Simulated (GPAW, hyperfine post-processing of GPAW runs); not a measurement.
## Fermi-contact shifts in MgV2Cd2O7

Wanted: contact shifts and dipolar anisotropies of 25Mg, 17O and 113Cd in paramagnetic MgV2Cd2O7 at 340 K.

Main program and level: GPAW 26.7.0; DFT, revPBE+U, plane-wave PAW, GPAW setups, collinear spin, scalar-relativistic.

## (1) The starting structure

The structure is monoclinic, space group Cm (No. 8). Conventional cell: a = 6.380 Å, b = 10.019 Å, c = 5.460 Å, α = 90.00°, β = 96.83°, γ = 90.00°. Cd has 6 O at 2.25 to 2.48 Å nearest. Nearest to V lie 5 O at 1.83 to 2.21 Å. Nearest to V lie 5 O at 1.84 to 2.08 Å. Nearest to Mg lie 6 O at 2.06 to 2.34 Å. O has 2 V at 1.94 to 2.21 Å and 1 Mg at 2.21 Å and 2 Cd at 2.48 Å nearest. O has 2 V at 1.83 to 2.08 Å and 2 Cd at 2.44 Å nearest. Farther neighbours and most contacts between anions are not listed.

As a file:

```
Cd V Mg O
1.0
     3.19002   -5.00964    0.00000
     3.19002    5.00964    0.00000
    -0.64916    0.00000    5.42172
Cd V Mg O
2 2 1 7
Direct
  0.66651 0.30000 0.48984
  0.30000 0.66651 0.48984
  0.27921 0.27921 0.88949
  0.74435 0.74435 0.11391
  0.90250 0.90250 0.61459
  0.60214 0.60214 0.77911
  0.43326 0.43326 0.19334
  0.00131 0.00131 0.98760
  0.05665 0.33715 0.67964
  0.65498 0.93166 0.33525
  0.93166 0.65498 0.33525
  0.33715 0.05665 0.67964
```

The cell is a computed entry of the Materials Project; it need not be the form that is stable at ambient conditions. The atoms stand as given; the largest force on them is 0.12 eV/Å.

## (2) All moments parallel

The hyperfine field is read from the state with all V moments parallel, which stands for the saturated paramagnet. A Hubbard U holds the open shell closer to the ion than the plain functional does, which changes how much spin reaches the ligands. GPAW's U acts on normalised projectors, so its value can't be carried over from other programs one to one.

The input, scf.py:

```python
import json
from ase import Atoms
from ase.parallel import parprint
from gpaw import GPAW, PW, FermiDirac, MixerDif

atoms = Atoms(['Cd', 'Cd', 'V', 'V', 'Mg', 'O', 'O', 'O', 'O', 'O', 'O', 'O'],
              cell=[[3.190021, -5.009643, 0.0], [3.190021, 5.009643, 0.0], [-0.649157, 0.0, 5.421718]],
              scaled_positions=[[0.666508, 0.300003, 0.489844], [0.300003, 0.666508, 0.489844], [0.279209, 0.279209, 0.889487], [0.74435, 0.74435, 0.113912], [0.902498, 0.902498, 0.614593], [0.602143, 0.602143, 0.779113], [0.433261, 0.433261, 0.19334], [0.001305, 0.001305, 0.987603], [0.056654, 0.337154, 0.679637], [0.65498, 0.931658, 0.335245], [0.931658, 0.65498, 0.335245], [0.337154, 0.056654, 0.679637]],
              magmoms=[0.0, 0.0, 1.0, 1.0, 0.0, 0.0, 0.0, 0.0, 0.0, 0.0, 0.0, 0.0], pbc=True)
atoms.calc = GPAW(mode=PW(500), xc='revPBE', kpts={'size': (4, 4, 4), 'gamma': True}, spinpol=True, setups={'V': ':d,2'},
                  occupations=FermiDirac(0.02, fixmagmom=True), mixer=MixerDif(0.12, 6, 30),
                  convergence={'density': 1e-5}, maxiter=150, symmetry={'tolerance': 1e-4},
                  legacy_gpaw=True, txt='scf.txt')
parprint('energy', atoms.get_potential_energy())
parprint('moment', atoms.get_magnetic_moment())
parprint('moments', json.dumps(atoms.get_magnetic_moments().round(4).tolist()))
parprint('fermi', json.dumps(list(map(float, atoms.calc.get_fermi_levels()))))
levels = [[e - f for k in range(len(atoms.calc.get_ibz_k_points())) for e in atoms.calc.get_eigenvalues(k, s)] for s, f in enumerate(atoms.calc.get_fermi_levels())]
parprint('gap', min(min(e for e in x if e > 0) + f for x, f in zip(levels, atoms.calc.get_fermi_levels())) - max(max(e for e in x if e <= 0) + f for x, f in zip(levels, atoms.calc.get_fermi_levels())))
parprint('positions', json.dumps(atoms.get_scaled_positions(wrap=False).round(6).tolist()))
parprint('forces', json.dumps(atoms.get_forces().round(4).tolist()))
atoms.calc.write('gs.gpw')
```

A second script reads the saved density on one core and turns GPAW's hyperfine parameters into fields at the nuclei:

The input, contact.py:

```python
import numpy as np
from ase import units
from gpaw import GPAW
from gpaw.hyperfine import G_FACTOR_E, alpha, hyperfine_parameters, paw_correction
from gpaw.utilities import unpack_density

calc = GPAW('gs.gpw', legacy_gpaw=True, txt=None)
tesla = units._e / units._hplanck / 7.6225932e6 / 2  # eV per unit g_N to the field at the nucleus
unit = np.pi * alpha**2 * G_FACTOR_E * units._me / units._mp * units.Ha
valence = hyperfine_parameters(calc, exclude_core=True)
print('atom     contact field (T): all, valence')
for a, s in enumerate(calc.get_atoms().symbols):
    args = unpack_density(calc.density.D_asp[a]), calc.wfs.setups[a], calc.hamiltonian.xc
    try:  # the response of the frozen core, atom by atom
        core = (paw_correction(*args, False) - paw_correction(*args, True)) * unit
    except AssertionError:
        core = np.full((3, 3), np.nan)
    print(f'{a + 1:3d} {s:2s} {np.trace(valence[a] + core) / 3 * tesla:11.5f} {np.trace(valence[a]) / 3 * tesla:11.5f}')
```

Run with:

```console
$ OMP_NUM_THREADS=1 mpirun -n 4 gpaw python scf.py > gpaw.log
$ python contact.py
```

Numbers of over 12 decimals in the logs are rounded to 6 here.

Log:

```text
[a pick of lines from scf.txt and the scripts' output, long numbers rounded; set-up, eigenvalues, and the printed gap, site moments, positions and forces are left out]
Symmetries present (total): 2
64 k-points: 4 x 4 x 4 Monkhorst-Pack grid + [1/8,1/8,1/8]
24 k-points in the irreducible part of the Brillouin zone
  Cutoff energy: 500.000 eV
Occupation numbers: Fixed magnetic moment: 2.000
  width: 0.0200  # eV
XC parameters: revPBE with 2 nearest neighbor stencil
Number of bands in calculation: 67
Number of valence electrons: 102
iter:   1 02:00:41   -81.188466                   +2.0012
iter:   2 02:00:46   -72.770496   -0.42  -0.95    +2.0004
iter:   3 02:00:51   -69.344476   -0.33  -1.10    +2.0001
[... 16 further iterations ...]
iter:  20 02:02:10   -69.102829c  -7.35  -4.61    +2.0000
iter:  21 02:02:15   -69.102829c  -7.90c -4.90    +2.0000
iter:  22 02:02:20   -69.102829c  -7.91c -5.14c   +2.0000
Converged after 22 iterations.
Total magnetic moment: (0.000000, 0.000000, 2.000000)
Local magnetic moments:
Free energy:    -69.102829
Extrapolated:   -69.102829
Fermi levels: 4.61208, 4.54671
energy -69.102829
moment 2.000000
fermi [4.612084, 4.546711]
atom     contact field (T): all, valence
  1 Cd    17.34089    17.19477
  2 Cd    17.34089    17.19477
  3 V    -12.15894     5.94316
  4 V    -11.51242     7.22339
  5 Mg     0.76632     0.76280
  6 O      0.24324     0.06704
  7 O      0.23972    -0.35795
  8 O     -1.04292    -1.63303
  9 O     -0.01843    -0.21806
 10 O     -0.01495    -0.35392
 11 O     -0.01495    -0.35392
 12 O     -0.01843    -0.21806
```

Run time: 1.9 min. Hardware: 4 MPI ranks of Arm Neoverse V2, shared host; 7.7 min of CPU time.

The cell holds 2.00 μB on 2 V, so S = 0.50. The total moment is held at that value. The contact field is B = (2μ₀/3) μB ρ_s, 7.769 T for 1 e/Å³, and A_iso = γB/(2πS) sums over all ions. The valence part leaves out the polarisation of the frozen cores, which GPAW adds afterwards by solving for the core states in the spin-dependent potential:

```
site  atom  atoms in cell                                                                                links to V  field (T)  valence part (T)  A_iso (MHz)
  Mg     5              1                  4 V through links of 79 to 85° (3), 90 to 93° (3), 101° (1) and 172° (1)      0.766             0.763        -4.00
O(1)     6              1                                                           bonded to 2 V at 1.94 to 2.21 Å      0.243            0.0670        -2.81
O(2)     7              1                                                           bonded to 2 V at 1.83 to 2.08 Å      0.240            -0.358        -2.77
O(3)     8              1                                                           bonded to 2 V at 1.85 to 1.91 Å      -1.04             -1.63         12.0
O(4)     9              2                                                                   bonded to 1 V at 1.85 Å    -0.0184            -0.218        0.213
O(5)    10              2                                                                   bonded to 1 V at 1.84 Å    -0.0149            -0.354        0.173
  Cd     1              2  6 V through links of 87 to 95° (2), 104 to 108° (2), 128 to 132° (2) and 152 to 159° (2)       17.3              17.2         -329
```

## (3) Reversing single moments

Above the ordering point the moments are not free: their couplings set the Weiss constant, which scales every shift. Reversing one ion measures these couplings, and shows at once how much of each shift that ion sends.

scf.py: that of step 2 with these lines changed.

```diff
@@ -8,3 +8,3 @@
               scaled_positions=[[0.666508, 0.300003, 0.489844], [0.300003, 0.666508, 0.489844], [0.279209, 0.279209, 0.889487], [0.74435, 0.74435, 0.113912], [0.902498, 0.902498, 0.614593], [0.602143, 0.602143, 0.779113], [0.433261, 0.433261, 0.19334], [0.001305, 0.001305, 0.987603], [0.056654, 0.337154, 0.679637], [0.65498, 0.931658, 0.335245], [0.931658, 0.65498, 0.335245], [0.337154, 0.056654, 0.679637]],
-              magmoms=[0.0, 0.0, 1.0, 1.0, 0.0, 0.0, 0.0, 0.0, 0.0, 0.0, 0.0, 0.0], pbc=True)
+              magmoms=[0.0, 0.0, -1.0, 1.0, 0.0, 0.0, 0.0, 0.0, 0.0, 0.0, 0.0, 0.0], pbc=True)
 atoms.calc = GPAW(mode=PW(500), xc='revPBE', kpts={'size': (4, 4, 4), 'gamma': True}, spinpol=True, setups={'V': ':d,2'},
```

Log:

```text
[a pick of lines from scf.txt and the scripts' output, long numbers rounded; set-up, eigenvalues, and the printed gap, site moments, positions and forces are left out]
Symmetries present (total): 2
64 k-points: 4 x 4 x 4 Monkhorst-Pack grid + [1/8,1/8,1/8]
24 k-points in the irreducible part of the Brillouin zone
  Cutoff energy: 500.000 eV
Occupation numbers: Fixed magnetic moment: 0.000
  width: 0.0200  # eV
XC parameters: revPBE with 2 nearest neighbor stencil
Number of bands in calculation: 66
Number of valence electrons: 102
iter:   1 02:02:38   -80.858101                   -0.0000
iter:   2 02:02:42   -72.532662   -0.40  -0.95    -0.0000
iter:   3 02:02:47   -69.242418   -0.29  -1.10    -0.0000
[... 16 further iterations ...]
iter:  20 02:04:05   -69.067101c  -7.85c -4.83    -0.0000
iter:  21 02:04:10   -69.067102c  -8.06c -4.96    -0.0000
iter:  22 02:04:14   -69.067102c  -8.14c -5.13c   -0.0000
Converged after 22 iterations.
Total magnetic moment: (0.000000, 0.000000, -0.000000)
Local magnetic moments:
Free energy:    -69.067102
Extrapolated:   -69.067102
Fermi levels: 4.60219, 4.70031
energy -69.067102
moment -1.6322273393987174e-13
fermi [4.602191, 4.700310]
atom     contact field (T): all, valence
  1 Cd     1.61114     1.58885
  2 Cd     1.61114     1.58885
  3 V     13.08635    -4.50891
[...]
11 O     -0.14276    -0.44346
 12 O      0.15012     0.32344
```

Elapsed: 1.9 min, on 4 MPI ranks; 7.5 min of CPU time.

The parallel state has -69.1028 eV at zero smearing. Each flip reverses one ion with all its periodic images. It gives an energy and, by half the change of the contact field, the share of that set of ions in each shift at 340 K (ppm; atoms of one site can get unlike shares):

```csv
atom reversed,energy (eV),change (meV),Mg,O(1),O(2),O(3),O(4),O(5),Cd
V3,-69.0671,35.7,-314,-109,-430,-1090,-166,126,15500
V4,-69.0671,35.7,1830,590,903,-974,130,-156,18700
```

In mean-field theory Θ = ΔE (S + 1) / (6 S k_B), as a plain mean over the flips, not weighted by how often each ion occurs: Θ = 207 K. Couplings between an ion and its own images are missing, but in this cell they lie beyond the nearest magnetic neighbours. Θ = 0 is used for the shifts.

## (4) Other levels of theory

Spin transfer to the ligands hangs on how far the functional delocalises the open shell, so other levels show how much the fields depend on it.

Contact fields (T) with all moments parallel; times on 4 MPI ranks of Arm Neoverse V2, shared host. The cutoff is 500 eV where none is named; the moment is held in each run.

| level | moment (μB) | time | Mg | O(1) | O(2) | O(3) | O(4) | O(5) |
| --- | --- | --- | --- | --- | --- | --- | --- | --- |
| revPBE +U V 2 eV | 2.00 | 1.9 min | 0.766 | 0.243 | 0.240 | -1.04 | -0.0184 | -0.0149 |
| revPBE +U V 1.2 eV | 2.00 | 2.1 min | 0.761 | 0.331 | 0.347 | -1.14 | 0.114 | 0.127 |
| revPBE +U V 2.8 eV | 2.00 | 1.9 min | 0.709 | 0.177 | 0.168 | -0.998 | -0.101 | -0.111 |
| LDA +U V 2 eV | 2.00 | 1.8 min | 0.959 | 0.163 | 0.196 | -1.30 | -0.0147 | 0.0473 |
| revPBE +U V 2 eV, 650 eV | 2.00 | 3.3 min | 0.762 | 0.241 | 0.245 | -1.03 | -0.0175 | -0.0132 |

Not finished: revPBE (not converged after 12 min).

## (5) Shifts at temperature

The shift is δ = B · g μB (S + 1) / (3 k_B (T − Θ)) with g = 2; at 340 K and Θ = 0 K one tesla gives 1976 ppm. The anisotropy is a sum over point dipoles on the V ions, scaled alike; on atoms bound to V, spin in their own p shell adds an anisotropy that this leaves out.

```csv
site,nucleus,δ_iso (ppm),with the calculated Θ,reduced anisotropy (ppm),asymmetry
Mg,25Mg,1510,3880,254,0.87
O(1),17O,481,1230,-437,0.63
O(2),17O,474,1210,-513,0.81
O(3),17O,-2060,-5280,1090,0.01
O(4),17O,-36,-93,547,0.04
O(5),17O,-30,-76,574,0.04
Cd,113Cd,34300,87800,-80,0.88
```

The reduced anisotropy is δ_zz − δ_iso, with zz the principal value farthest from δ_iso. The Weiss constant adds its own doubt: exchange couplings from semilocal functionals with a U can miss even their sign, and a Θ lower by 100 K would lower every shift by 23 %.

17O MAS at 2.35 T (13.6 MHz), 62.5 kHz, 340 K; contact and dipolar shift alone, no orbital or quadrupolar part; lines under 1.5 % of the strongest are left out. Lines of the NMR spectrum (strongest = 100):

```
position (ppm)        label  intensity
       -2060.4  O(3) centre         50
         -36.4  O(4) centre        100
         -29.5  O(5) centre        100
         473.6  O(2) centre         50
         480.6  O(1) centre         50
```

## (6) What came out

```
spin of V                                    : 0.50
Weiss constant, mean field (rough, not used) : 207 K
25Mg contact shift at 340 K, Θ = 0 K         : 1510 ppm
17O contact shift at 340 K, Θ = 0 K          : 481, 474, -2060, -36, -30 ppm
113Cd contact shift at 340 K, Θ = 0 K        : 34300 ppm
```

At 340 K the V moments shift 25Mg on Mg by 1510 ppm, 17O on O(1) by 481 ppm, 17O on O(2) by 474 ppm, 17O on O(3) by -2060 ppm, 17O on O(4) by -36 ppm and 17O on O(5) by -30 ppm, scaled with a pure Curie law. No measured Weiss constant is at hand, and the one from single flips is too rough to scale with, so the shifts are given for a pure Curie law; the couplings found are strong, so their size is uncertain by a factor of two or more. The calculated Θ of 207 K would multiply them by 2.56. Over the levels shown, the field at Mg runs from 0.709 T (revPBE +U V 2.8 eV) to 0.959 T (LDA +U V 2 eV); among the sites in the table it changes sign at O(4) and O(5). On O(4) and O(5) the levels differ even in sign, so neither size nor sign of that shift is settled. All this holds only well above the ordering temperature and the strongest exchange, neither of which is computed. The orbital (chemical) shift and the pseudocontact shift from g anisotropy are not included. The moment is taken as spin only; V in this state can carry an orbital part, which tends to lower the real effective moment. GPAW's core response is not screened by the valence electrons and can be too large by up to a factor of two, so sites where total and valence fields differ much are unsure by that part. For anions bound to the magnetic ion the point-dipole anisotropy lacks the spin in their own p orbitals, and their lines are broad and relax fast. On O(1), O(2), O(3), O(4) and O(5) total and valence fields differ by over a quarter of the total (by up to 23 times the total); that core part hangs on the functional and on the program's treatment of the cores, and where it exceeds the total neither size nor sign of the shift is settled. The dipole sum is for a spherical crystallite; bulk susceptibility, which broadens real lines, and quadrupolar couplings are left out.

[Logs are printed without paths, hosts, clocks, repeated set-up lines and the standing remarks that a program may print on its own settings, such as how far it seeks lower states.]

[Hosts, paths, dates, database ids (printed as entryN), source tags and the programs' standing remarks are cut or masked in the printed files.]
